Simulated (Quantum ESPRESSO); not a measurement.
# Magnetic state of MnF2 from several starts, part 2 of 3

Aim: find out which collinear order of MnF2 costs least.

Quantum ESPRESSO 7.5; PBE with U = 4 eV on Mn d (ortho-atomic projectors); plane waves with GBRV 1.5 PBE potentials, no spin-orbit coupling.

So far, absolute magnetization (μB): step 2 (start 1: ferro ++) 10.0.

## 3. Run 2, typed as antiferro q=(0,0,1/2) +−+−

This order needs a doubled cell of 12 atoms. The wavevector q is in fractions of the reciprocal vectors of the crystal's primitive cell, as the cells of these inputs are built from it; moments change sign between cells as cos(2π q·R).

Contents of pw.in:

```
&CONTROL
  calculation = 'scf'
  prefix = 'pwscf'
  outdir = './tmp'
  pseudo_dir = './pseudo'
  disk_io = 'nowf'
/
&SYSTEM
  ibrav = 0
  celldm(1) = 8
  nat = 12
  ntyp = 3
  ecutwfc = 40
  ecutrho = 280
  nbnd = 74
  occupations = 'smearing'
  smearing = 'fd'
  degauss = 0.00367493
  nspin = 2
  starting_magnetization(1) = 0.3
  starting_magnetization(2) = -0.3
  starting_magnetization(3) = 0
/
&ELECTRONS
  conv_thr = 2.4d-08
  electron_maxstep = 150
  mixing_beta = 0.3
/
ATOMIC_SPECIES
Mn1    54.9380 mn_pbe_v1.5.uspp.F.UPF
Mn2    54.9380 mn_pbe_v1.5.uspp.F.UPF
F      18.9984 f_pbe_v1.4.uspp.F.UPF
CELL_PARAMETERS alat
   1.1512683982751    0.0000000000000    0.0000000000000
   0.0000000000000    1.1512683982751    0.0000000000000
   0.0000000000000    0.0000000000000    1.5640790701996
ATOMIC_POSITIONS crystal
Mn1     0.0000000000    0.0000000000    0.0000000000
Mn2     0.0000000000    0.0000000000    0.5000000000
Mn1     0.5000000000    0.5000000000    0.2500000000
Mn2     0.5000000000    0.5000000000    0.7500000000
F       0.3053000000    0.3053000000    0.0000000000
F       0.3053000000    0.3053000000    0.5000000000
F       0.1947000000    0.8053000000    0.2500000000
F       0.1947000000    0.8053000000    0.7500000000
F       0.6947000000    0.6947000000    0.0000000000
F       0.6947000000    0.6947000000    0.5000000000
F       0.8053000000    0.1947000000    0.2500000000
F       0.8053000000    0.1947000000    0.7500000000
K_POINTS automatic
8 8 4 0 0 0
HUBBARD {ortho-atomic}
U Mn1-3d 4.0000
U Mn2-3d 4.0000
```

Run with:

```bash
OMP_NUM_THREADS=1 mpirun -n 4 pw.x -nk 4 -in pw.in > pw.out
```

What it wrote:

```text
[banner, memory and clock lines left out]
Program PWSCF v.7.5 starts

     Message from routine setup:
     using ibrav=0 with symmetry is DISCOURAGED, use correct ibrav instead

     bravais-lattice index     =            0
     lattice parameter (alat)  =       8.0000  a.u.
     unit-cell volume          =    1061.4067 (a.u.)^3
     number of atoms/cell      =           12
     number of atomic types    =            3
     number of electrons       =       116.00
     number of Kohn-Sham states=           74
     kinetic-energy cutoff     =      40.0000  Ry
     charge density cutoff     =     280.0000  Ry
     scf convergence threshold =      2.4E-08
     mixing beta               =       0.3000
     number of iterations used =            8  plain     mixing
     Exchange-correlation=  SLA  PW   PBX  PBC
                           (   1   4   3   4   0   0   0)
     Hubbard projectors: ortho-atomic
     Hubbard parameters of DFT+U (Dudarev formulation) in eV:
     U(Mn1-3d) =  4.0000
     U(Mn2-3d) =  4.0000

     Internal variables: lda_plus_u =T, lda_plus_u_kind = 0

     Internal variables: orbital_resolved =F, hub_pot_fix =F, apply_U = F

     celldm(1)=   8.000000  celldm(2)=   0.000000  celldm(3)=   0.000000
     celldm(4)=   0.000000  celldm(5)=   0.000000  celldm(6)=   0.000000

     crystal axes: (cart. coord. in units of alat)
               a(1) = (   1.151268   0.000000   0.000000 )
               a(2) = (   0.000000   1.151268   0.000000 )
               a(3) = (   0.000000   0.000000   1.564079 )

     reciprocal axes: (cart. coord. in units 2 pi/alat)
               b(1) = (  0.868607  0.000000  0.000000 )
               b(2) = (  0.000000  0.868607  0.000000 )
               b(3) = (  0.000000  0.000000  0.639354 )

     PseudoPot. # 1 for Mn read from file:
     mn_pbe_v1.5.uspp.F.UPF
     Pseudo is Ultrasoft + core correction, Zval = 15.0

     PseudoPot. # 2 for Mn read from file:
     mn_pbe_v1.5.uspp.F.UPF
     Pseudo is Ultrasoft + core correction, Zval = 15.0

     PseudoPot. # 3 for F  read from file:
     f_pbe_v1.4.uspp.F.UPF
     Pseudo is Ultrasoft, Zval =  7.0

     atomic species   valence    mass     pseudopotential
     Mn1              15.00    54.93800     Mn( 1.00)
     Mn2              15.00    54.93800     Mn( 1.00)
     F                 7.00    18.99840     F ( 1.00)

     Starting magnetic structure
     atomic species   magnetization
     Mn1             0.300
     Mn2            -0.300
     F               0.000

      8 Sym. Ops. (no inversion) found ( 4 have fractional translation)

   Cartesian axes

     site n.     atom                  positions (alat units)
         1        Mn1    tau(   1) = (   0.0000000   0.0000000   0.0000000  )
         2        Mn2    tau(   2) = (   0.0000000   0.0000000   0.7820395  )
         3        Mn1    tau(   3) = (   0.5756342   0.5756342   0.3910198  )
         4        Mn2    tau(   4) = (   0.5756342   0.5756342   1.1730593  )
         5        F      tau(   5) = (   0.3514822   0.3514822   0.0000000  )
         6        F      tau(   6) = (   0.3514822   0.3514822   0.7820395  )
         7        F      tau(   7) = (   0.2241520   0.9271164   0.3910198  )
         8        F      tau(   8) = (   0.2241520   0.9271164   1.1730593  )
         9        F      tau(   9) = (   0.7997862   0.7997862   0.0000000  )
        10        F      tau(  10) = (   0.7997862   0.7997862   0.7820395  )
        11        F      tau(  11) = (   0.9271164   0.2241520   0.3910198  )
        12        F      tau(  12) = (   0.9271164   0.2241520   1.1730593  )

     number of k points=    45  Fermi-Dirac smearing, width (Ry)=  0.0037
                       cart. coord. in units 2pi/alat
        k(    1) = (   0.0000000   0.0000000   0.0000000), wk =   0.0039062
        k(    2) = (   0.0000000   0.0000000   0.1598385), wk =   0.0078125
        k(    3) = (   0.0000000   0.0000000  -0.3196769), wk =   0.0039062
        k(    4) = (   0.0000000   0.1085759   0.0000000), wk =   0.0156250
        k(    5) = (   0.0000000   0.1085759   0.1598385), wk =   0.0312500
        [... 40 further k-points ...]

     Dense  grid:    84079 G-vectors     FFT dimensions: (  50,  50,  72)

     Smooth grid:    36367 G-vectors     FFT dimensions: (  40,  40,  60)

     Check: negative core charge=   -0.000038
     Generating pointlists ...
     new r_m :   0.2050 (alat units)  1.6403 (a.u.) for type    1
     new r_m :   0.2050 (alat units)  1.6403 (a.u.) for type    2
     new r_m :   0.2050 (alat units)  1.6403 (a.u.) for type    3

     Initial potential from superposition of free atoms

     starting charge     113.9997, renormalised to     116.0000

     STARTING HUBBARD OCCUPATIONS:

     =================== HUBBARD OCCUPATIONS ===================
     ------------------------ ATOM    1 ------------------------
     Tr[ns(  1)] (up, down, total) =   5.00000  0.00000  5.00000
     Atomic magnetic moment for atom   1 =   5.00000
     [... lines left out ...]
     ------------------------ ATOM    2 ------------------------
     Tr[ns(  2)] (up, down, total) =   0.00000  5.00000  5.00000
     Atomic magnetic moment for atom   2 =  -5.00000
     [... lines left out ...]
     ------------------------ ATOM    3 ------------------------
     Tr[ns(  3)] (up, down, total) =   5.00000  0.00000  5.00000
     Atomic magnetic moment for atom   3 =   5.00000
     [... lines left out ...]
     ------------------------ ATOM    4 ------------------------
     Tr[ns(  4)] (up, down, total) =   0.00000  5.00000  5.00000
     Atomic magnetic moment for atom   4 =  -5.00000
     [... lines left out ...]
     Number of occupied Hubbard levels =   20.0000

     Atomic wfc used for Hubbard projectors are orthogonalized

     Starting wfcs are   84 randomized atomic wfcs

     Self-consistent Calculation

     iteration #  1     ecut=    40.00 Ry     beta= 0.30
     Davidson diagonalization with overlap
     ethr =  1.00E-02,  avg # of iterations =  2.0

     =================== HUBBARD OCCUPATIONS ===================
     ------------------------ ATOM    1 ------------------------
     Tr[ns(  1)] (up, down, total) =   4.97523  0.13394  5.10916
     Atomic magnetic moment for atom   1 =   4.84129
     [... lines left out ...]
     ------------------------ ATOM    2 ------------------------
     Tr[ns(  2)] (up, down, total) =   0.13394  4.97524  5.10918
     Atomic magnetic moment for atom   2 =  -4.84130
     [... lines left out ...]
     ------------------------ ATOM    3 ------------------------
     Tr[ns(  3)] (up, down, total) =   4.97523  0.13394  5.10916
     Atomic magnetic moment for atom   3 =   4.84129
     [... lines left out ...]
     ------------------------ ATOM    4 ------------------------
     Tr[ns(  4)] (up, down, total) =   0.13394  4.97524  5.10918
     Atomic magnetic moment for atom   4 =  -4.84130
     [... lines left out ...]
     Number of occupied Hubbard levels =   20.4367

     Threshold (ethr) on eigenvalues was too large:
     Diagonalizing with lowered threshold

     Davidson diagonalization with overlap
     ethr =  8.30E-04,  avg # of iterations =  1.0

     total energy              =   -1234.27273446 Ry
     estimated scf accuracy    <       0.94648769 Ry

     total magnetization       =    -0.00 Bohr mag/cell
     absolute magnetization    =    19.54 Bohr mag/cell

     iteration #  2     ecut=    40.00 Ry     beta= 0.30
     Davidson diagonalization with overlap
     ethr =  8.16E-04,  avg # of iterations =  2.0

     total energy              =   -1234.41620115 Ry
     estimated scf accuracy    <       0.11250065 Ry

     total magnetization       =     0.00 Bohr mag/cell
     absolute magnetization    =    19.50 Bohr mag/cell

     [... further iterations left out ...]

     iteration #  9     ecut=    40.00 Ry     beta= 0.30
     Davidson diagonalization with overlap
     ethr =  7.78E-10,  avg # of iterations =  2.0

     negative rho (up, down):  1.634E-03 1.634E-03

     total energy              =   -1234.44882108 Ry
     estimated scf accuracy    <       0.00000008 Ry

     total magnetization       =    -0.00 Bohr mag/cell
     absolute magnetization    =    19.55 Bohr mag/cell

     iteration # 10     ecut=    40.00 Ry     beta= 0.30
     Davidson diagonalization with overlap
     ethr =  6.48E-11,  avg # of iterations =  2.0

     negative rho (up, down):  1.633E-03 1.633E-03

     Magnetic moment per site  (integrated on atomic sphere of radius R)
     atom   1 (R=0.205)  charge= 12.3345  magn=  4.2393
     atom   2 (R=0.205)  charge= 12.3345  magn= -4.2393
     atom   3 (R=0.205)  charge= 12.3345  magn=  4.2393
     atom   4 (R=0.205)  charge= 12.3345  magn= -4.2393
     atom   5 (R=0.205)  charge=  6.7230  magn=  0.0236
     atom   6 (R=0.205)  charge=  6.7230  magn= -0.0236
     atom   7 (R=0.205)  charge=  6.7230  magn=  0.0236
     atom   8 (R=0.205)  charge=  6.7230  magn= -0.0236
     atom   9 (R=0.205)  charge=  6.7230  magn=  0.0236
     atom  10 (R=0.205)  charge=  6.7230  magn= -0.0236
     atom  11 (R=0.205)  charge=  6.7230  magn=  0.0236
     atom  12 (R=0.205)  charge=  6.7230  magn= -0.0236

     End of self-consistent calculation

     =================== HUBBARD OCCUPATIONS ===================
     ------------------------ ATOM    1 ------------------------
     Tr[ns(  1)] (up, down, total) =   4.98707  0.19527  5.18234
     Atomic magnetic moment for atom   1 =   4.79179
     [... lines left out ...]
     ------------------------ ATOM    2 ------------------------
     Tr[ns(  2)] (up, down, total) =   0.19527  4.98707  5.18234
     Atomic magnetic moment for atom   2 =  -4.79179
     [... lines left out ...]
     ------------------------ ATOM    3 ------------------------
     Tr[ns(  3)] (up, down, total) =   4.98707  0.19527  5.18234
     Atomic magnetic moment for atom   3 =   4.79179
     [... lines left out ...]
     ------------------------ ATOM    4 ------------------------
     Tr[ns(  4)] (up, down, total) =   0.19527  4.98707  5.18234
     Atomic magnetic moment for atom   4 =  -4.79179
     [... lines left out ...]
     Number of occupied Hubbard levels =   20.7294

     [... lines left out ...]
     the Fermi energy is     6.6191 ev

!    total energy              =   -1234.44882129 Ry
     estimated scf accuracy    <          6.1E-09 Ry
     smearing contrib. (-TS)   =      -0.00000000 Ry
     internal energy E=F+TS    =   -1234.44882129 Ry

     The total energy is F=E-TS. E is the sum of the following terms:
     one-electron contribution =    -749.36679729 Ry
     hartree contribution      =     425.71322627 Ry
     xc contribution           =    -182.53874513 Ry
     ewald contribution        =    -728.37267789 Ry
     Hubbard energy            =       0.11617274 Ry

     total magnetization       =     0.00 Bohr mag/cell
     absolute magnetization    =    19.55 Bohr mag/cell

     convergence has been achieved in  10 iterations
```

Run time: 1.9 min. Hardware: 4 MPI ranks of Intel Xeon 6975P-C (Granite Rapids), shared host; peak memory 1.3 GiB; 7.5 min of CPU time.

Spin moment in the atom's sphere by atom:

```
atom  spin moment in the atom's sphere (μB)
 Mn1                                   4.24
 Mn2                                  -4.24
 Mn3                                   4.24
 Mn4                                  -4.24
  F5                                   0.02
  F6                                  -0.02
  F7                                   0.02
  F8                                  -0.02
  F9                                   0.02
 F10                                  -0.02
 F11                                   0.02
 F12                                  -0.02
```

Read from the output:

```
smearing term TS       : 2.73e-11 eV
magnetization          : 0 μB
absolute magnetization : 19.55 μB
final state            : antiferromagnetic
```

## 4. Run 3, typed as antiferro q=(0,1/2,0) +−+−

The cell is doubled to 12 atoms to hold this order.

Contents of pw.in:

```
&CONTROL
  calculation = 'scf'
  prefix = 'pwscf'
  outdir = './tmp'
  pseudo_dir = './pseudo'
  disk_io = 'nowf'
/
&SYSTEM
  ibrav = 0
  celldm(1) = 8
  nat = 12
  ntyp = 3
  ecutwfc = 40
  ecutrho = 280
  nbnd = 74
  occupations = 'smearing'
  smearing = 'fd'
  degauss = 0.00367493
  nspin = 2
  starting_magnetization(1) = 0.3
  starting_magnetization(2) = -0.3
  starting_magnetization(3) = 0
/
&ELECTRONS
  conv_thr = 2.4d-08
  electron_maxstep = 150
  mixing_beta = 0.3
/
ATOMIC_SPECIES
Mn1    54.9380 mn_pbe_v1.5.uspp.F.UPF
Mn2    54.9380 mn_pbe_v1.5.uspp.F.UPF
F      18.9984 f_pbe_v1.4.uspp.F.UPF
CELL_PARAMETERS alat
   1.1512683982751    0.0000000000000    0.0000000000000
   0.0000000000000    2.3025367965503    0.0000000000000
   0.0000000000000    0.0000000000000    0.7820395350998
ATOMIC_POSITIONS crystal
Mn1     0.0000000000    0.0000000000    0.0000000000
Mn2     0.0000000000    0.5000000000    0.0000000000
Mn1     0.5000000000    0.2500000000    0.5000000000
Mn2     0.5000000000    0.7500000000    0.5000000000
F       0.3053000000    0.1526500000    0.0000000000
F       0.3053000000    0.6526500000    0.0000000000
F       0.1947000000    0.4026500000    0.5000000000
F       0.1947000000    0.9026500000    0.5000000000
F       0.6947000000    0.3473500000    0.0000000000
F       0.6947000000    0.8473500000    0.0000000000
F       0.8053000000    0.0973500000    0.5000000000
F       0.8053000000    0.5973500000    0.5000000000
K_POINTS automatic
8 4 8 0 0 0
HUBBARD {ortho-atomic}
U Mn1-3d 4.0000
U Mn2-3d 4.0000
```

What it wrote:

```text
     [... lines left out ...]
Program PWSCF v.7.5 starts
     [... lines left out ...]
     number of atoms/cell      =           12
     [... lines left out ...]
     number of electrons       =       116.00
     number of Kohn-Sham states=           74
     kinetic-energy cutoff     =      40.0000  Ry
     charge density cutoff     =     280.0000  Ry
     scf convergence threshold =      2.4E-08
     [... lines left out ...]
      4 Sym. Ops. (no inversion) found ( 2 have fractional translation)
     [... lines left out ...]
     number of k points=    75  Fermi-Dirac smearing, width (Ry)=  0.0037
     [... lines left out ...]
     iteration # 10     ecut=    40.00 Ry     beta= 0.30
     [... lines left out ...]
     Magnetic moment per site  (integrated on atomic sphere of radius R)
     atom   1 (R=0.205)  charge= 12.3345  magn=  4.2410
     atom   2 (R=0.205)  charge= 12.3345  magn= -4.2410
     atom   3 (R=0.205)  charge= 12.3345  magn=  4.2410
     atom   4 (R=0.205)  charge= 12.3345  magn= -4.2410
     atom   5 (R=0.205)  charge=  6.7232  magn=  0.0696
     atom   6 (R=0.205)  charge=  6.7232  magn= -0.0696
     atom   7 (R=0.205)  charge=  6.7227  magn= -0.0228
     atom   8 (R=0.205)  charge=  6.7227  magn=  0.0228
     atom   9 (R=0.205)  charge=  6.7227  magn=  0.0228
     atom  10 (R=0.205)  charge=  6.7227  magn= -0.0228
     atom  11 (R=0.205)  charge=  6.7232  magn=  0.0696
     atom  12 (R=0.205)  charge=  6.7232  magn= -0.0696
     [... lines left out ...]
     Tr[ns(  1)] (up, down, total) =   4.98743  0.19466  5.18209
     [... lines left out ...]
     Tr[ns(  2)] (up, down, total) =   0.19466  4.98743  5.18209
     [... lines left out ...]
     Tr[ns(  3)] (up, down, total) =   4.98743  0.19466  5.18209
     [... lines left out ...]
     Tr[ns(  4)] (up, down, total) =   0.19466  4.98743  5.18209
     [... lines left out ...]
     the Fermi energy is     6.6809 ev
!    total energy              =   -1234.44863123 Ry
     estimated scf accuracy    <       0.00000001 Ry
     smearing contrib. (-TS)   =      -0.00000000 Ry
     [... lines left out ...]
     total magnetization       =     0.00 Bohr mag/cell
     absolute magnetization    =    19.75 Bohr mag/cell
     convergence has been achieved in  10 iterations
```

Run time: 3 min. Hardware: 4 MPI ranks; peak memory 1.7 GiB.

Spin moment in the atom's sphere by atom:

```
atom  spin moment in the atom's sphere (μB)
 Mn1                                   4.24
 Mn2                                  -4.24
 Mn3                                   4.24
 Mn4                                  -4.24
  F5                                   0.07
  F6                                  -0.07
  F7                                  -0.02
  F8                                   0.02
  F9                                   0.02
 F10                                  -0.02
 F11                                   0.07
 F12                                  -0.07
```

This step gave:

* smearing term TS: 1.03e-11 eV
* magnetization: 0 μB
* absolute magnetization: 19.75 μB
* final state: antiferromagnetic

[end of part 2 of 3]

[Logs and program files are shortened in this print: banners, set-up blocks, solver, clock and traceback lines can be left out without a mark of their own.]

[Logs are printed without paths, hosts, clocks, repeated set-up lines and the standing remarks that a program may print on its own settings, such as how far it seeks lower states.]

[Hosts, paths, dates, database ids (printed as entryN), source tags and the programs' standing remarks are cut or masked in the printed files.]

[Where a cell is said to come from a database of computed structures, the database is the Materials Project.]
